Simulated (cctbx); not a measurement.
**Accept or mend?**

Cell a = 8.7680 Å, b = 8.7680 Å, c = 11.7500 Å, α = 90.00°, β = 90.00°, γ = 90.00°; space group P4_2/mnm (no. 136). The compound is DyLuFe14C.

The data are simulated with cctbx, not measured: Cu Kα, λ = 1.54184 Å, to d = 0.8 Å, 95 % of the full sphere, strongest reflection 5000 counts, noise from counting, a 1.5 % proportional error and a noise floor of 15 counts (s.d.); no absorption.

An anisotropic refinement with weights 1/σ² prints:

```text
Rint 0.073, 535 unique reflections to 0.80 A
cycle     R1     wR2    GooF  max shift (A)
   1  0.0640  0.1099   4.126   0.00209
   2  0.0276  0.0437   1.640   0.00011
final R1 0.0276 wR2 0.0437 GooF 1.640  parameters 50  data/parameter 10.7
atom        x        y        z      Ueq    occ   su(xyz)  su(Uiso or U11)
Lu1    0.26351  0.26351  0.00000   0.0149  1.000  0.00007  0.0003
Dy1    0.64703  0.64703  0.50000   0.0218  1.000  0.00008  0.0003
Fe1    0.00000  0.50000  0.50000   0.0150  1.000  0.00000  0.0013
Fe2    0.50000  0.50000  0.10716   0.0141  1.000  0.00022  0.0009
Fe3    0.43167  0.77108  0.88097   0.0178  1.000  0.00016  0.0007
Fe4    0.59593  0.40407  0.30175   0.0163  1.000  0.00017  0.0006
Fe5    0.03633  0.36638  0.82752   0.0164  1.000  0.00016  0.0006
Fe6    0.31750  0.31750  0.75410   0.0115  1.000  0.00016  0.0005
C1     0.63441  0.36559  0.00000   0.0210  1.000  0.00163  0.0062
difference map: max 2.49 min -2.96 rms 0.50
Q1    0.0000  0.0000  0.5000    2    2.49  1.26 A from Fe2
Q2    0.1066  0.8934  0.3793    8    2.44  1.33 A from Fe2
Q3    0.0200  0.4577  0.0000    8    1.78  0.41 A from Fe1
Q4    0.0524  0.0524  0.3899    8    1.69  0.65 A from Fe2
Q5    0.0159  0.3344  0.0000    8    1.67  1.46 A from Fe1
Q6    0.0740  0.2017  0.3044   16    1.63  1.09 A from Fe3
```

Q: Accept it or mend it, and why?

Mend it. The fault: dispersion terms of the wrong wavelength (0.71073 Å). Against the right model at the same level, R1 goes from 0.0169 to 0.0276 and GooF from 0.93 to 1.64, U of Dy1 swells from 0.0132 to 0.0218 Å² and U of Lu1 swells from 0.0114 to 0.0149 Å². f′ and f″ must be those of the data's wavelength; the error mimics a mistyped heavy atom. The signs are weak, and the output alone doesn't single this fault out.

The compound is DyLuFe14C. The right model at the same level gives:

```text
Rint 0.073, 535 unique reflections to 0.80 A
cycle     R1     wR2    GooF  max shift (A)
   1  0.0251  0.0387   1.451   0.00173
   2  0.0169  0.0248   0.930   0.00000
final R1 0.0169 wR2 0.0248 GooF 0.930  parameters 50  data/parameter 10.7
atom        x        y        z      Ueq    occ   su(xyz)  su(Uiso or U11)
Lu1    0.26353  0.26353  0.00000   0.0114  1.000  0.00004  0.0001
Dy1    0.64700  0.64700  0.50000   0.0132  1.000  0.00005  0.0002
Fe1    0.00000  0.50000  0.50000   0.0159  1.000  0.00000  0.0008
Fe2    0.50000  0.50000  0.10718   0.0152  1.000  0.00013  0.0005
Fe3    0.43167  0.77118  0.88102   0.0192  1.000  0.00009  0.0004
Fe4    0.59596  0.40404  0.30177   0.0175  1.000  0.00009  0.0003
Fe5    0.03626  0.36643  0.82752   0.0177  1.000  0.00009  0.0004
Fe6    0.31745  0.31745  0.75396   0.0125  1.000  0.00009  0.0003
C1     0.63416  0.36584  0.00000   0.0273  1.000  0.00096  0.0038
difference map: max 1.96 min -2.20 rms 0.35
Q1    0.0245  0.0245  0.5000    4    1.97  1.30 A from Fe2
Q2    0.1021  0.8979  0.3769    8    1.97  1.28 A from Fe2
Q3    0.0755  0.0755  0.0887    8    1.56  1.31 A from Fe4
Q4    0.0519  0.9481  0.0333    8    1.41  1.24 A from Dy1
Q5    0.0464  0.6501  0.5000    8    1.32  1.38 A from Fe1
Q6    0.0000  0.0000  0.1012    4    1.24  1.65 A from Fe4
```

This is a model crystal, built by substitution and not relaxed, with assumed displacement parameters.

[Middle refinement cycles are left out of these outputs.]

[Logs are printed without paths, hosts, clocks, repeated set-up lines and the standing remarks that a program may print on its own settings, such as how far it seeks lower states.]
